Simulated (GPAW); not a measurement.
# Near-edge structure at the Zr L₃ edge of ZrS (Fm-3m), part 2 of 3

How does the Zr L₃ edge of ZrS (Fm-3m) move when the bonds are compressed or stretched?

GPAW 26.7.0; X-ray absorption from dipole matrix elements to empty bands, plane-wave PAW LDA.

So far. Step 2 (Ground state of the crystal): The mesh shows no gap, so the system is treated as a metal and the core electron is put at the Fermi level (neutral cell).

The database entry behind the starting cell differs from later determinations by our own check (an axis about 1.9 % long against later determinations), so it need not match the best structure at ambient conditions.

## Step 4: Spectrum with XCH, Zr atom 1

The holes are 6.4 Å apart. In GPAW the data set carries the hole's charge, so charge=0 means a charged cell and charge=-1 a neutral one. The excited electron is kept in the cell, where it fills the lowest empty states and screens the hole. After the field has converged, empty bands are computed with the density fixed and the dipole matrix elements are summed.

The absorber has 6 S at 2.62 Å (octahedral, site symmetry m-3m).

The input, xas.py:

```python
import numpy as np
from ase import Atoms
from ase.parallel import parprint, paropen
from gpaw import GPAW, PW, FermiDirac, Mixer, MixerDif, setup_paths
from gpaw.test import gen
setup_paths.insert(0, '.')
gen('Zr', name='fch2p', xcname='LDA', corehole=(2, 1, 1), write_xml=True)
from gpaw.mpi import world
world.barrier()

atoms = Atoms('Zr6S6',
    cell=[[2.625, 5.25, 2.625],
     [5.25, -2.625, -2.625],
     [2.625, 2.625, -5.25]],
    scaled_positions=[[0, 0, 0],
     [0.5, 0.16666667, 0.16666667],
     [0, 0.33333333, 0.33333333],
     [0.5, 0.5, 0.5],
     [0, 0.66666667, 0.66666667],
     [0.5, 0.83333333, 0.83333333],
     [0.75, 0.25, 0.75],
     [0.25, 0.41666667, 0.91666667],
     [0.75, 0.58333333, 0.08333333],
     [0.25, 0.75, 0.25],
     [0.75, 0.91666667, 0.41666667],
     [0.25, 0.08333333, 0.58333333]],
    pbc=True)
atoms.calc = calc = GPAW(legacy_gpaw=True, mode=PW(430, force_complex_dtype=True), xc='LDA', setups={0: 'fch2p'},
    kpts={'size': (4, 4, 4), 'gamma': True}, occupations=FermiDirac(0.1),
    charge=-1, mixer=Mixer(0.1, 5, 50), maxiter=150,
    convergence={'density': 0.0001, 'eigenstates': 1e-6}, txt='scf.txt')
energy = atoms.get_potential_energy() + calc.get_reference_energy()
ef = calc.get_fermi_level()
out = dict(energy=energy, fermi=ef, forces=atoms.get_forces().tolist())
parprint(f'all-electron energy {energy:.4f} eV, Fermi level {ef:.4f} eV')
ev = np.array([[calc.get_eigenvalues(k, s) for k in range(len(calc.get_ibz_k_points()))] for s in range(calc.get_number_of_spins())])
out['homo'], out['lumo'], out['counts'] = ev[ev < ef].max(), ev[ev > ef].min(), sorted(set((ev < ef).sum((0, 2)).tolist()))
out['filled'] = (ev[:, 0] < ef).sum(1).tolist()

from ase.units import Ha
from gpaw.xas import dipole_matrix_elements
nb = int(calc.get_number_of_electrons() / 2) + 162
top, nb = nb, nb + 8 + nb // 12
nscf = calc.fixed_density(kpts={'size': (4, 4, 4), 'gamma': True}, nbands=nb,
    convergence={'bands': top, 'eigenstates': 5e-3}, maxiter=60, txt='nscf.txt')
cell = atoms.cell.array
ops = [cell.T @ U.T @ np.linalg.inv(cell.T) for U in nscf.wfs.kd.symmetry.op_scc]
E = np.arange(-6, 34, 0.1)
fwhm = np.interp(E, [4, 25], [1.57, 3.5])
Y, X, zero, highest = 0, 0, 1e9, 1e9
for spin in range(nscf.get_number_of_spins()):
    wfs = nscf.wfs
    mine = wfs.bd.get_slice()  # this rank's bands
    A = dipole_matrix_elements(wfs.setups[0])
    eps = np.zeros((wfs.kd.nibzkpts, nb))
    d = np.zeros((3, A.shape[1], wfs.kd.nibzkpts, nb), complex)
    for kpt in wfs.kpt_u:
        if kpt.s == spin and 0 in kpt.P_ani:
            eps[kpt.k, mine] = kpt.eps_n * Ha
            d[:, :, kpt.k, mine] = (kpt.weight * wfs.nspins / 2) ** 0.5 * np.inner(A, kpt.P_ani[0])
    world.sum(eps)
    world.sum(d)
    T = np.einsum('amkn,bmkn->abkn', d, d.conj()).real
    T = sum(np.einsum('ai,ijkn,bj->abkn', R, T, R) for R in ops) / len(ops)
    empty = eps > ef
    zero, highest = min(zero, eps[empty].min()), min(highest, eps[:, top - 1].min())
    lines = [(eps, T, empty)] if spin == 0 else lines + [(eps, T, empty)]
for eps, T, empty in lines:
    f = np.einsum('aakn->akn', T).reshape(3, -1)
    x = eps.ravel() - zero
    w = np.interp(x, E, fwhm) / 2.35482
    g = np.exp(-0.5 * ((E[:, None] - x) / w) ** 2) / (w * (2 * np.pi) ** 0.5)
    Y = Y + (f * empty.ravel()) @ g.T
    X = X + (f * ~empty.ravel()) @ g.T
out.update(E=E.round(2).tolist(), xas=Y.tolist(), xes=X.tolist(), zero=zero, valid=highest - zero, nk=len(eps), nb=nb)
for i in range(0, len(E), 10):
    parprint(f'{E[i]:7.2f}', *(f'{v:10.3e}' for v in Y[:, i]))
import json
with paropen('out.json', 'w') as f:
    json.dump(out, f)
```

Run with:

```console
OMP_NUM_THREADS=1 mpirun -n 4 gpaw python xas.py
```

Numbers of over 12 decimals in the logs are rounded to 6 here.

What it wrote:

```text
Input parameters:
  charge: -1
  convergence: {density: 0.0001,
                eigenstates: 1e-06}
  kpts: {gamma: True,
         size: (4, 4, 4)}
  maxiter: 150
  mixer: {backend: pulay,
          beta: 0.1,
          method: separate,
          nmaxold: 5,
          weight: 50}
  mode: {ecut: 430.0,
         force_complex_dtype: True,
         name: pw}
  occupations: {fixmagmom: False,
                name: fermi-dirac,
                width: 0.1}
  setups: {0: fch2p}

Initialize ...

[... PAW data sets ...]

Reference energy: -649415.520507  # eV

Spin-paired calculation

[... convergence settings ...]
Symmetries present (total): 4
  [... symmetry matrices ...]

64 k-points: 4 x 4 x 4 Monkhorst-Pack grid + [1/8,1/8,1/8]
24 k-points in the irreducible part of the Brillouin zone
       k-points in crystal coordinates                weights
   0:     0.00000000    0.00000000    0.00000000          1/64
   1:     0.00000000    0.25000000   -0.25000000          2/64
   2:     0.00000000    0.25000000    0.00000000          4/64
   3:     0.00000000    0.25000000    0.25000000          2/64
   4:     0.00000000    0.50000000    0.00000000          2/64
   5:     0.00000000    0.50000000    0.25000000          4/64
   6:     0.00000000    0.50000000    0.50000000          1/64
   7:     0.25000000   -0.25000000    0.25000000          2/64
   8:     0.25000000    0.00000000    0.00000000          2/64
   9:     0.25000000    0.00000000    0.25000000          4/64
          ...
  23:     0.50000000    0.50000000    0.50000000          1/64

Wave functions: Plane wave expansion
  Cutoff energy: 430.000 eV
  Number of coefficients (min, max): 4379, 4425
  Pulay-stress correction: 0.000000 eV/Ang^3 (de/decut=0.000000)
  Using FFTW library
  Wavefunction extrapolation:
    Improved wavefunction reuse through dual PAW basis

Occupation numbers: Fermi-Dirac:
  width: 0.1000  # eV

Eigensolver
   Davidson(niter=2)

Densities:
  Coarse grid: 32*32*32 grid
  Fine grid: 64*64*64 grid
  Total Charge: 0.000000

Density mixing:
  Method: separate
  Backend: pulay
  Linear mixing parameter: 0.1
  old densities: 5
  Width of damping distribution: 1.1
  Damping of long wavelength oscillations: 50

[... Hamiltonian set-up ...]
Number of atoms: 12
Number of atomic orbitals: 102
Number of bands in calculation: 70
Number of valence electrons: 109
Bands to converge: occupied

... initialized

Initializing position-dependent things.

Density initialized from atomic densities
Creating initial wave functions:
  70 bands from LCAO basis set

               Zr     S

       Zr              S
               S
                      Zr    S
              Zr    S

                      S     Zr
                    Zr

Atomic positions and initial magnetic moments

Positions:
   0 Zr     0.000000    0.000000    0.000000    ( 0.0000,  0.0000,  0.0000)
   1 Zr     2.625000    2.625000   -0.000000    ( 0.0000,  0.0000,  0.0000)
   2 Zr     2.625000    0.000000   -2.625000    ( 0.0000,  0.0000,  0.0000)
   3 Zr     5.250000    2.625000   -2.625000    ( 0.0000,  0.0000,  0.0000)
   4 Zr     5.250000   -0.000000   -5.250000    ( 0.0000,  0.0000,  0.0000)
   5 Zr     7.875000    2.625000   -5.250000    ( 0.0000,  0.0000,  0.0000)
   6 S      5.250000    5.250000   -2.625000    ( 0.0000,  0.0000,  0.0000)
   7 S      5.250000    2.625000   -5.250000    ( 0.0000,  0.0000,  0.0000)
   8 S      5.250000    2.625000    0.000000    ( 0.0000,  0.0000,  0.0000)
   9 S      5.250000    0.000000   -2.625000    ( 0.0000,  0.0000,  0.0000)
  10 S      7.875000    2.625000   -2.625000    ( 0.0000,  0.0000,  0.0000)
  11 S      2.625000    2.625000   -2.625000    ( 0.0000,  0.0000,  0.0000)

Unit cell:
           periodic     x           y           z      points  spacing
  1. axis:    yes    2.625000    5.250000    2.625000    32     0.1894
  2. axis:    yes    5.250000   -2.625000   -2.625000    32     0.1664
  3. axis:    yes    2.625000    2.625000   -5.250000    32     0.1664

  Lengths:   6.429911   6.429911   6.429911
  Angles:   60.000000  80.405932  99.594068

Effective grid spacing dv^(1/3) = 0.1878

iter:   1  -119.950511
iter:   2  -107.265154   -0.32  -1.00
iter:   3  -106.360049   -1.23  -1.47
iter:   4  -106.202316   -1.87  -1.55
iter:   5  -106.043925   -1.77  -1.58
iter:   6  -106.284864   -1.75  -1.78
iter:   7  -106.062257   -2.64  -1.85
iter:   8  -106.065501   -2.88  -2.42
iter:   9  -106.060112c  -3.40  -2.51
iter:  10  -106.059904c  -4.03  -3.04
iter:  11  -106.060053c  -4.36  -3.46
iter:  12  -106.059995c  -4.75  -3.60
iter:  13  -106.060027c  -5.22  -3.88
iter:  14  -106.060023c  -5.66  -3.94
iter:  15  -106.059994c  -5.66  -4.05c
iter:  16  -106.060001c  -6.32c -4.21c

Converged after 16 iterations.

Dipole moment: (-0.000000, -0.000000, 0.000000) |e|*Ang

Energy contributions relative to reference atoms: (reference = -649415.520507)

Kinetic:        +34.073529
Potential:      -36.458543
External:        +0.000000
XC:            -104.941447
Entropy (-ST):   -0.315309
Local:           +1.424116
SIC:             +0.000000
--------------------------
Free energy:   -106.217655
Extrapolated:  -106.060001

Showing only first 2 kpts
 Kpt  Band  Eigenvalues  Occupancy
  0    52     10.03018    1.99934
  0    53     10.23711    1.99482
  0    54     10.41211    1.97057
  0    55     10.75444    1.37167

  1    52     10.39141    1.97601
  1    53     10.43427    1.96340
  1    54     10.53416    1.90365
[...]
Fermi level: 10.83251

No gap
No difference between direct/indirect transitions

Forces in eV/Ang:
  0 Zr    0.00000    0.00000    0.00000
  1 Zr   -0.23590    0.00000    0.23590
  2 Zr   -0.03698    0.00000    0.03698
  3 Zr    0.00000    0.00000    0.00000
  4 Zr    0.03698    0.00000   -0.03698
  5 Zr    0.23590    0.00000   -0.23590
  6 S    -0.02000    0.36374   -0.02000
  7 S    -0.36273    0.02522    0.03676
  8 S     0.36273   -0.02522   -0.03676
  9 S     0.02000   -0.36374    0.02000
 10 S    -0.03676   -0.02522    0.36273
 11 S     0.03676    0.02522   -0.36273
Scalar-relativistic atomic LDA calculation for Zr (Zirconium, Z=40)
Core hole in 2p state (2p occupation: 5.0)
750 radial gridpoints.
|------------------------------------------------|
|------------------------------------------------|
[... the atom generator's iteration count ...]

Energy contributions:
-------------------------
Kinetic:    +3608.183840
XC:          -105.876327
Potential:  -7013.161509
-------------------------
Total:      -3510.853996

state      eigenvalue         ekin         rmax
-----------------------------------------------
1s^2.0 :  -659.319864   829.991303        0.024
2s^2.0 :   -94.022295   169.358225        0.136
2p^5.0 :   -84.711298   163.756660        0.109
3s^2.0 :   -16.168244    44.633662        0.403
3p^6.0 :   -13.026087    41.547362        0.394
3d^10.0:    -7.813394    37.134274        0.334
4s^2.0 :    -2.562275    10.019892        1.041
4p^6.0 :    -1.713640     8.160692        1.124
4d^2.0 :    -0.526558     4.297580        1.415
5s^2.0 :    -0.430573     1.604074        2.789
5p^0.0 :    -0.273498     1.088363        3.372
-----------------------------------------------
(units: Bohr and Hartree)

Generating PAW setup
Kinetic energy of the core from tauc = 3590.317646
Cutoffs:
rc(s)=2.500
rc(p)=2.520
rc(d)=2.350
rc(vbar)=2.400
rc(comp)=2.370
rc(nct)=2.520

Kinetic energy of the core states: 3527.376594
Charge: 1.0
Core electrons: 27.0
Valence electrons: 12.0
Pseudo-core charge: 0.000503
Shape function alpha=1.780
Pseudo-electron charge 6.353819
state    eigenvalue         norm
--------------------------------
4s(2) :    -2.562275     0.463866
5s(2) :    -0.430573     0.974142
4p(6) :    -1.713640     0.351200
5p(0) :    -0.273498     0.962939
4d(2) :    -0.526558     0.685051
*d    :     0.473442
--------------------------------

Diagonalizing with gridspacing h=0.050

state   all-electron     PAW
-------------------------------
4s:      -2.562275    -2.562766
4p:      -1.713640    -1.714321
4d:      -0.526558    -0.527181
*f:                   -0.033204
-------------------------------
all-electron energy -649521.5805 eV, Fermi level 10.8325 eV
[...]
31.00  1.086e-05  1.087e-05  1.086e-05
  32.00  9.601e-06  9.616e-06  9.601e-06
  33.00  9.527e-06  9.529e-06  9.527e-06
```

Run time: 3.2 min. Hardware: 4 MPI ranks of Arm Neoverse V1, shared host; peak memory 0.52 GiB.

The Zr L₃ spectrum, Zr atom 1, excited-electron core hole (neutral cell) (energy from the lowest empty level; intensity scaled to a mean of 1 over the first 20 eV):

```tsv
E (eV)	intensity
-2.0	0.01
-1.4	0.08
-0.8	0.51
-0.2	1.78
0.4	3.48
1.0	4.25
1.6	3.68
2.2	2.58
2.8	1.63
3.4	1.00
4.0	0.68
4.6	0.61
5.2	0.61
5.8	0.59
6.4	0.64
7.0	0.80
7.6	0.93
8.2	0.95
8.8	0.87
9.4	0.77
10.0	0.70
10.6	0.65
11.2	0.58
11.8	0.49
12.4	0.41
13.0	0.37
13.6	0.35
14.2	0.38
14.8	0.43
15.4	0.50
16.0	0.57
16.6	0.61
17.2	0.63
17.8	0.64
18.4	0.62
19.0	0.57
19.6	0.51
20.2	0.44
20.8	0.41
21.4	0.41
22.0	0.43
22.6	0.46
23.2	0.48
23.8	0.49
24.4	0.48
25.0	0.47
25.6	0.47
26.2	0.50
26.8	0.54
27.4	0.59
28.0	0.63
28.6	0.67
29.2	0.69
29.8	0.68
30.4	0.64
31.0	0.59
31.6	0.54
```

Main maxima below 30 eV (height): 1.0 eV (4.25), 8.0 eV (0.96), 17.6 eV (0.64) and 29.2 eV (0.69). At an L edge the dipole rule selects empty d (and weakly s) states on the absorber, and the strong line at the onset measures the empty part of its d band.

The energy difference (zero at 2241 eV) isn't read as a photon energy: for so heavy an absorber the terms left out (core spin–orbit splitting, the hole's spin, the functional's error) amount to tens of eV or more.

## Step 5: Supercell without a hole, the energy reference

The cell changes for the next run, so it gets a reference energy of its own.

The cell differs from the one that the last finished run ended in (a 6.430 → 6.231 Å, b 6.430 → 6.231 Å, c 6.430 → 6.231 Å).

The input, scf.py:

```python
import numpy as np
from ase import Atoms
from ase.parallel import parprint, paropen
from gpaw import GPAW, PW, FermiDirac, Mixer, MixerDif, setup_paths
from gpaw.test import gen
setup_paths.insert(0, '.')
gen('Zr', name='nch2p', xcname='LDA', corehole=(2, 1, 0), write_xml=True)
from gpaw.mpi import world
world.barrier()

atoms = Atoms('Zr6S6',
    cell=[[2.54376178, 5.08752357, 2.54376178],
     [5.08752357, -2.54376178, -2.54376178],
     [2.54376178, 2.54376178, -5.08752357]],
    scaled_positions=[[0, 0, 0],
     [0.5, 0.16666667, 0.16666667],
     [0, 0.33333333, 0.33333333],
     [0.5, 0.5, 0.5],
     [0, 0.66666667, 0.66666667],
     [0.5, 0.83333333, 0.83333333],
     [0.75, 0.25, 0.75],
     [0.25, 0.41666667, 0.91666667],
     [0.75, 0.58333333, 0.08333333],
     [0.25, 0.75, 0.25],
     [0.75, 0.91666667, 0.41666667],
     [0.25, 0.08333333, 0.58333333]],
    pbc=True)
atoms.calc = calc = GPAW(legacy_gpaw=True, mode=PW(430, force_complex_dtype=True), xc='LDA', setups={0: 'nch2p'},
    kpts={'size': (4, 4, 4), 'gamma': True}, occupations=FermiDirac(0.1),
    charge=0, mixer=Mixer(0.1, 5, 50), maxiter=150,
    convergence={'density': 0.0001, 'eigenstates': 1e-6}, txt='scf.txt')
energy = atoms.get_potential_energy() + calc.get_reference_energy()
ef = calc.get_fermi_level()
out = dict(energy=energy, fermi=ef, forces=atoms.get_forces().tolist())
parprint(f'all-electron energy {energy:.4f} eV, Fermi level {ef:.4f} eV')
ev = np.array([[calc.get_eigenvalues(k, s) for k in range(len(calc.get_ibz_k_points()))] for s in range(calc.get_number_of_spins())])
out['homo'], out['lumo'], out['counts'] = ev[ev < ef].max(), ev[ev > ef].min(), sorted(set((ev < ef).sum((0, 2)).tolist()))
out['filled'] = (ev[:, 0] < ef).sum(1).tolist()
import json
with paropen('out.json', 'w') as f:
    json.dump(out, f)
```

Run with:

```console
OMP_NUM_THREADS=1 mpirun -n 4 gpaw python scf.py
```

What it wrote:

```text
Input parameters:
  convergence: {density: 0.0001,
                eigenstates: 1e-06}
  kpts: {gamma: True,
         size: (4, 4, 4)}
  maxiter: 150
  mixer: {backend: pulay,
          beta: 0.1,
          method: separate,
          nmaxold: 5,
          weight: 50}
  mode: {ecut: 430.0,
         force_complex_dtype: True,
         name: pw}
  occupations: {fixmagmom: False,
                name: fermi-dirac,
[...]
5s(2) :    -0.168580     0.971584
4p(6) :    -1.194731     0.435762
5p(0) :    -0.056877     0.975807
4d(2) :    -0.137296     0.813898
*d    :     0.862704
--------------------------------

Diagonalizing with gridspacing h=0.050

state   all-electron     PAW
-------------------------------
4s:      -2.002506    -2.003001
4p:      -1.194731    -1.195441
4d:      -0.137296    -0.137746
*f:                    0.063130
-------------------------------
all-electron energy -651763.1208 eV, Fermi level 12.2175 eV
[key lines of the parts left out:]
Converged after 21 iterations.
Dipole moment: (0.000000, -0.000000, -0.000000) |e|*Ang
Free energy:    -96.373106
Fermi level: 12.21750
```

Elapsed: 72 s, on 4 MPI ranks; peak memory 0.29 GiB; 4.8 min of CPU time.

Reference energy: -651763.121 eV with the cores included.

## Step 6: Spectrum with XCH, Zr atom 1

Shorter bonds are expected to push antibonding states and scattering resonances up, and longer ones down; the cell is scaled to test that.

Changed against the first core-hole run: volume scale from 1 to 0.91.

Edit xas.py of step 4 so:

```diff
@@ -11,5 +11,5 @@
 atoms = Atoms('Zr6S6',
-    cell=[[2.625, 5.25, 2.625],
-     [5.25, -2.625, -2.625],
-     [2.625, 2.625, -5.25]],
+    cell=[[2.54376178, 5.08752357, 2.54376178],
+     [5.08752357, -2.54376178, -2.54376178],
+     [2.54376178, 2.54376178, -5.08752357]],
     scaled_positions=[[0, 0, 0],
@@ -41,3 +41,3 @@
 from gpaw.xas import dipole_matrix_elements
-nb = int(calc.get_number_of_electrons() / 2) + 162
+nb = int(calc.get_number_of_electrons() / 2) + 150
 top, nb = nb, nb + 8 + nb // 12
```

Run with:

```console
OMP_NUM_THREADS=1 mpirun -n 4 gpaw python xas.py
```

What it wrote:

```text
Input parameters:
  charge: -1
  convergence: {density: 0.0001,
                eigenstates: 1e-06}
  kpts: {gamma: True,
         size: (4, 4, 4)}
  maxiter: 150
  mixer: {backend: pulay,
          beta: 0.1,
          method: separate,
          nmaxold: 5,
          weight: 50}
  mode: {ecut: 430.0,
         force_complex_dtype: True,
         name: pw}
  occupations: {fixmagmom: False,
[...]
*d    :     0.473442
--------------------------------

Diagonalizing with gridspacing h=0.050

state   all-electron     PAW
-------------------------------
4s:      -2.562275    -2.562766
4p:      -1.713640    -1.714321
4d:      -0.526558    -0.527181
*f:                   -0.033204
-------------------------------
all-electron energy -649522.2905 eV, Fermi level 12.1018 eV
[...]
32.00  1.201e-05  1.199e-05  1.201e-05
  33.00  1.034e-05  1.034e-05  1.034e-05
[key lines of the parts left out:]
Converged after 25 iterations.
Dipole moment: (0.000000, -0.000000, -0.000000) |e|*Ang
Free energy:   -106.907729
Fermi level: 12.10184
```

The job ended after 3.4 min (4 MPI ranks; peak memory 0.48 GiB).

```tsv
E (eV)	first run	this run
-2.0	0.01	0.00
-1.0	0.29	0.23
0.0	2.36	1.90
1.0	4.25	3.73
2.0	2.95	3.01
3.0	1.38	1.68
4.0	0.68	0.87
5.0	0.61	0.57
6.0	0.59	0.64
7.0	0.80	0.74
8.0	0.96	0.95
9.0	0.84	0.94
10.0	0.70	0.82
11.0	0.61	0.72
12.0	0.46	0.58
13.0	0.37	0.43
14.0	0.36	0.36
15.0	0.46	0.36
16.0	0.57	0.46
17.0	0.63	0.55
18.0	0.64	0.59
19.0	0.57	0.61
20.0	0.46	0.58
21.0	0.40	0.48
22.0	0.43	0.40
23.0	0.48	0.39
24.0	0.48	0.44
25.0	0.47	0.46
26.0	0.49	0.45
27.0	0.55	0.44
28.0	0.63	0.47
29.0	0.69	0.55
30.0	0.67	0.63
31.0	0.59	0.67
```

The scaled spectrum changes by 14 % r.m.s. The highest intensity below 24 eV goes from 1.0 eV (4.25) to 1.2 eV (3.77).

The photon energy of the zero moves by -0.28 eV.

## Step 7: Reference energy of the supercell

The cell changes for the next run, so it gets a reference energy of its own.

The cell differs from the one that the last finished run ended in (a 6.231 → 6.365 Å, b 6.231 → 6.365 Å, c 6.231 → 6.365 Å).

Edit scf.py of step 5 so:

```diff
@@ -11,5 +11,5 @@
 atoms = Atoms('Zr6S6',
-    cell=[[2.54376178, 5.08752357, 2.54376178],
-     [5.08752357, -2.54376178, -2.54376178],
-     [2.54376178, 2.54376178, -5.08752357]],
+    cell=[[2.59848304, 5.19696607, 2.59848304],
+     [5.19696607, -2.59848304, -2.59848304],
+     [2.59848304, 2.59848304, -5.19696607]],
     scaled_positions=[[0, 0, 0],
```

Run with:

```console
OMP_NUM_THREADS=1 mpirun -n 4 gpaw python scf.py
```

What it wrote:

```text
Input parameters:
  convergence: {density: 0.0001,
                eigenstates: 1e-06}
  kpts: {gamma: True,
         size: (4, 4, 4)}
  maxiter: 150
  mixer: {backend: pulay,
          beta: 0.1,
          method: separate,
          nmaxold: 5,
          weight: 50}
  mode: {ecut: 430.0,
         force_complex_dtype: True,
         name: pw}
  occupations: {fixmagmom: False,
                name: fermi-dirac,
[...]
5s(2) :    -0.168580     0.971584
4p(6) :    -1.194731     0.435762
5p(0) :    -0.056877     0.975807
4d(2) :    -0.137296     0.813898
*d    :     0.862704
--------------------------------

Diagonalizing with gridspacing h=0.050

state   all-electron     PAW
-------------------------------
4s:      -2.002506    -2.003001
4p:      -1.194731    -1.195441
4d:      -0.137296    -0.137746
*f:                    0.063130
-------------------------------
all-electron energy -651763.0062 eV, Fermi level 11.3589 eV
[key lines of the parts left out:]
Converged after 18 iterations.
Dipole moment: (0.000000, -0.000000, -0.000000) |e|*Ang
Free energy:    -96.270589
Fermi level: 11.35886
```

Run time: 58 s. Hardware: 4 MPI ranks; peak memory 0.31 GiB; 3.9 min of CPU time.

Reference energy: -651763.006 eV with the cores included.

(Continued in part 3 of 3.)

[Banner, clock and machine lines of the logs are left out without a mark of their own.]

[Logs are printed without paths, hosts, clocks, repeated set-up lines and the standing remarks that a program may print on its own settings, such as how far it seeks lower states.]

[Hosts, paths, dates, database ids (printed as entryN), source tags and the programs' standing remarks are cut or masked in the printed files.]

[Lists of maxima count a maximum above −3 eV only where it reaches 4 % of the highest in the window and stands out from its surroundings by 2 % of it (1.5 % where it reaches 55 %); shoulders and weaker maxima are passed over, and of the rest the first, up to two pre-edge ones and the few strongest are named.]
